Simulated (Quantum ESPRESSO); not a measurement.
**MnB: which magnetic order is lowest**

Wanted: the moments of MnB and the energy of each order that was tried.

Calculated with Quantum ESPRESSO 7.5; LDA; plane waves with GBRV 1.5 LDA potentials, no spin-orbit coupling.

This is a report of a sequence of runs, with most program output left out.

## (1) The starting structure

Symmetry: Pnma, No. 62, orthorhombic system. Conventional cell: a = 5.563 Å, b = 2.977 Å, c = 4.147 Å, α = 90.00°, β = 90.00°, γ = 90.00°. Nearest to Mn lie 7 B at 2.19 to 2.25 Å. Nearest to B lie 2 B at 1.80 Å and 7 Mn at 2.19 to 2.25 Å. Farther neighbours are not listed.

The cell comes from the Crystallography Open Database.

## (2) Start 1: ferro ++++

The signs are those of the starting moments on the seeded atoms, the atoms that are given a moment.

Contents of pw.in:

```
&CONTROL
  calculation = 'scf'
  prefix = 'pwscf'
  outdir = './tmp'
  pseudo_dir = './pseudo'
  disk_io = 'nowf'
/
&SYSTEM
  ibrav = 0
  celldm(1) = 8
  nat = 8
  ntyp = 2
  ecutwfc = 40
  ecutrho = 280
  nbnd = 55
  occupations = 'smearing'
  smearing = 'fd'
  degauss = 0.00734986
  nspin = 2
  starting_magnetization(1) = 0.2333
  starting_magnetization(2) = 0
/
&ELECTRONS
  conv_thr = 1.6d-08
  electron_maxstep = 150
  mixing_beta = 0.3
/
ATOMIC_SPECIES
Mn     54.9380 mn_lda_v1.5.uspp.F.UPF
B      10.8100 b_lda_v1.4.uspp.F.UPF
CELL_PARAMETERS alat
   1.3141112951810    0.0000000000000    0.0000000000000
   0.0000000000000    0.7031789017615    0.0000000000000
   0.0000000000000    0.0000000000000    0.9796441802839
ATOMIC_POSITIONS crystal
Mn      0.1758800000    0.2500000000    0.1208300000
Mn      0.3241200000    0.7500000000    0.6208300000
Mn      0.6758800000    0.2500000000    0.3791700000
Mn      0.8241200000    0.7500000000    0.8791700000
B       0.0341000000    0.2500000000    0.6128000000
B       0.4659000000    0.7500000000    0.1128000000
B       0.5341000000    0.2500000000    0.8872000000
B       0.9659000000    0.7500000000    0.3872000000
K_POINTS automatic
8 8 8 0 0 0
```

Started as:

```bash
> OMP_NUM_THREADS=1 mpirun -n 4 pw.x -nk 4 -in pw.in > pw.out
```

The job ended after 2.5 min (4 MPI ranks of Arm Neoverse V1, shared host; peak memory 0.79 GiB).

Spin moment in the atom's sphere by atom:

```tsv
atom	spin moment in the atom's sphere (μB)
Mn1	1.73
Mn2	1.73
Mn3	1.73
Mn4	1.73
B5	-0.05
B6	-0.05
B7	-0.05
B8	-0.05
```

Numbers from this step:

| Quantity | Value |
| --- | --- |
| smearing term TS | 0.1702 eV |
| magnetization | 7.066 μB |
| absolute magnetization | 7.728 μB |
| final state | ferromagnetic |

Spin density in the ac plane at fractional y = 0.250, with atoms of Mn and B within 0.2 Å of it.

Ten even steps from '0' (0.0 e/Å³) to '9' (2.9 e/Å³), each cell a mean:
```
000000000000000
000000000000000
000000000000000
000000000000000
000000000000000
000000000342000
000000001695000
001100000363000
015510000010000
039820000000000
015410000000000
```
Columns run along a (5.6 Å), rows up along c (4.1 Å). Atoms in or near the plane, at fractional coordinates: Mn at (0.18, 0.12), Mn at (0.68, 0.38), B at (0.03, 0.61), B at (0.53, 0.89).

Valence density in the ac plane at fractional y = 0.250, with atoms of Mn and B within 0.2 Å of it. It is the smooth field of the valence electrons, not physical close to the nuclei.

Values in e/Å³, 11 rows by 15 columns, each cell a mean:
```
 0  1  1  1  1  0  1  1  1  1  0  0  0  0  0
 0  0  0  0  0  0  1  1  1  1  0  0  0  0  0
 1  1  0  0  0  0  0  1  1  1  0  0  0  0  1
 1  1  1  0  0  0  0  0  0  0  0  0  0  0  1
 1  1  1  0  0  0  0  0  0  1  1  1  0  0  1
 1  1  0  0  0  0  0  0  1  6 11  5  1  0  1
 0  0  0  0  0  0  0  0  2 15 15 11  1  0  0
 0  1  2  2  1  0  0  0  1  9 14  6  1  0  0
 1  4 12 11  2  0  0  0  1  1  2  1  0  0  0
 1  7 16 17  4  1  0  0  0  0  0  0  0  0  0
 0  3 11  9  2  1  0  1  1  1  0  0  0  0  0
```
Columns run along a (5.6 Å), rows up along c (4.1 Å). Atoms in or near the plane, at fractional coordinates: Mn at (0.18, 0.12), Mn at (0.68, 0.38), B at (0.03, 0.61), B at (0.53, 0.89).

## (3) Run 2 (antiferro +−−+)

Edit pw.in of step 2 so:

```diff
@@ -11,6 +11,6 @@
   nat = 8
-  ntyp = 2
+  ntyp = 3
   ecutwfc = 40
   ecutrho = 280
-  nbnd = 55
+  nbnd = 48
   occupations = 'smearing'
@@ -20,3 +20,4 @@
   starting_magnetization(1) = 0.2333
-  starting_magnetization(2) = 0
+  starting_magnetization(2) = -0.2333
+  starting_magnetization(3) = 0
 /
@@ -28,3 +29,4 @@
 ATOMIC_SPECIES
-Mn     54.9380 mn_lda_v1.5.uspp.F.UPF
+Mn1    54.9380 mn_lda_v1.5.uspp.F.UPF
+Mn2    54.9380 mn_lda_v1.5.uspp.F.UPF
 B      10.8100 b_lda_v1.4.uspp.F.UPF
@@ -35,6 +37,6 @@
 ATOMIC_POSITIONS crystal
-Mn      0.1758800000    0.2500000000    0.1208300000
-Mn      0.3241200000    0.7500000000    0.6208300000
-Mn      0.6758800000    0.2500000000    0.3791700000
-Mn      0.8241200000    0.7500000000    0.8791700000
+Mn1     0.1758800000    0.2500000000    0.1208300000
+Mn2     0.3241200000    0.7500000000    0.6208300000
+Mn2     0.6758800000    0.2500000000    0.3791700000
+Mn1     0.8241200000    0.7500000000    0.8791700000
 B       0.0341000000    0.2500000000    0.6128000000
```

It took 4.2 min on 4 MPI ranks; peak memory 0.89 GiB; 17 min of CPU time.

Spin moment in the atom's sphere by atom:

```tsv
atom	spin moment in the atom's sphere (μB)
Mn1	0.911
Mn2	-0.912
Mn3	-0.912
Mn4	0.911
B5	-0.004
B6	0.004
B7	0.004
B8	-0.004
```

This step gave:

```yaml
smearing_term_ts: 0.3364 eV
magnetization: 0 μB
absolute_magnetization: 4.045 μB
final_state: antiferromagnetic
```

Spin density in the ac plane at fractional y = 0.250, with atoms of Mn and B within 0.2 Å of it.

Ten even steps from '0' (-1.4 e/Å³) to '9' (1.4 e/Å³), each cell a mean:
```
555555545555555
455555555445554
455555555545554
455555555444554
555555554444455
545555544334455
555555544102445
555555544312445
556755544444445
569965555544455
568655555555555
```
Columns run along a (5.6 Å), rows up along c (4.1 Å). Atoms in or near the plane, at fractional coordinates: Mn at (0.18, 0.12), Mn at (0.68, 0.38), B at (0.03, 0.61), B at (0.53, 0.89).

Valence density in the ac plane at fractional y = 0.250, with atoms of Mn and B within 0.2 Å of it. It is the smooth field of the valence electrons, not physical close to the nuclei.

Values in e/Å³, 11 rows by 15 columns, each cell a mean:
```
 0  1  2  1  1  0  1  1  1  1  0  0  0  0  0
 0  0  0  0  0  0  1  1  1  1  0  0  0  0  0
 1  1  0  0  0  0  0  1  1  1  0  0  0  0  1
 1  1  1  0  0  0  0  0  0  0  0  0  0  0  1
 1  1  1  0  0  0  0  0  0  1  1  1  0  0  1
 1  1  0  0  0  0  0  0  1  5 10  4  1  0  1
 0  1  0  0  0  0  0  0  2 14 15 11  1  0  0
 0  1  1  1  0  0  0  0  1 10 15  7  1  0  0
 0  3 11 10  2  0  0  0  1  2  3  1  0  0  0
 1  7 16 17  4  1  0  0  0  1  0  0  0  0  0
 1  3 13 11  2  1  0  1  1  1  0  0  0  0  0
```
Columns run along a (5.6 Å), rows up along c (4.1 Å). Atoms in or near the plane, at fractional coordinates: Mn at (0.18, 0.12), Mn at (0.68, 0.38), B at (0.03, 0.61), B at (0.53, 0.89).

## (4) Run 3 (antiferro +−+−)

Edit pw.in of step 3 so:

```diff
@@ -39,4 +39,4 @@
 Mn2     0.3241200000    0.7500000000    0.6208300000
-Mn2     0.6758800000    0.2500000000    0.3791700000
-Mn1     0.8241200000    0.7500000000    0.8791700000
+Mn1     0.6758800000    0.2500000000    0.3791700000
+Mn2     0.8241200000    0.7500000000    0.8791700000
 B       0.0341000000    0.2500000000    0.6128000000
```

The job ended after 3.8 min (4 MPI ranks; peak memory 0.75 GiB).

Spin moment in the atom's sphere by atom:

```tsv
atom	spin moment in the atom's sphere (μB)
Mn1	0.858
Mn2	-0.860
Mn3	0.858
Mn4	-0.860
B5	0.005
B6	-0.004
B7	0.005
B8	-0.004
```

Numbers from this step:

```yaml
smearing_term_ts: 0.3644 eV
magnetization: 0 μB
absolute_magnetization: 3.84 μB
final_state: antiferromagnetic
```

## (5) The states side by side

An order is kept where moments of 0.15 μB or more survive with the typed signs; meshes match where a doubled cell samples the same k points as the first cell.

Orders:

```tsv
start	final state	typed order kept	energy over the lowest (meV a seeded atom)	largest site moment (μB)	net moment (μB a cell of the first run)	mesh matched	CPU time (s)
ferro ++++	ferromagnetic	yes	0	1.726	7.066	yes	589.3
antiferro +--+	antiferromagnetic	yes	128.8	0.9116	0.002155	yes	1018
antiferro +-+-	antiferromagnetic	yes	133.4	0.8597	0.003273	yes	918.5
```

## (6) Outcome

```json
{
  "lowest state found": "ferromagnetic (from ferro ++++)",
  "largest site moment": "1.73 μB",
  "next state with moments": "antiferromagnetic, 129 meV a seeded atom higher"
}
```

What this shows: The smearing terms TS of the orders run from 43 to 91 meV a seeded atom, so the differences would change at a smaller width: an order with a larger TS is lowered more by the smearing. Only these 3 starts were compared; other wavevectors, canted and longer-period orders were not. Energies are free energies at an electronic temperature of 1160 K, which lowers moments and differences where the moments are itinerant.

[Logs and program files are shortened in this print: banners, set-up blocks, solver, clock and traceback lines can be left out without a mark of their own.]

[Logs are printed without paths, hosts, clocks, repeated set-up lines and the standing remarks that a program may print on its own settings, such as how far it seeks lower states.]

[Hosts, paths, dates, database ids (printed as entryN), source tags and the programs' standing remarks are cut or masked in the printed files.]

[Where a cell is said to come from a database of computed structures, the database is the Materials Project.]
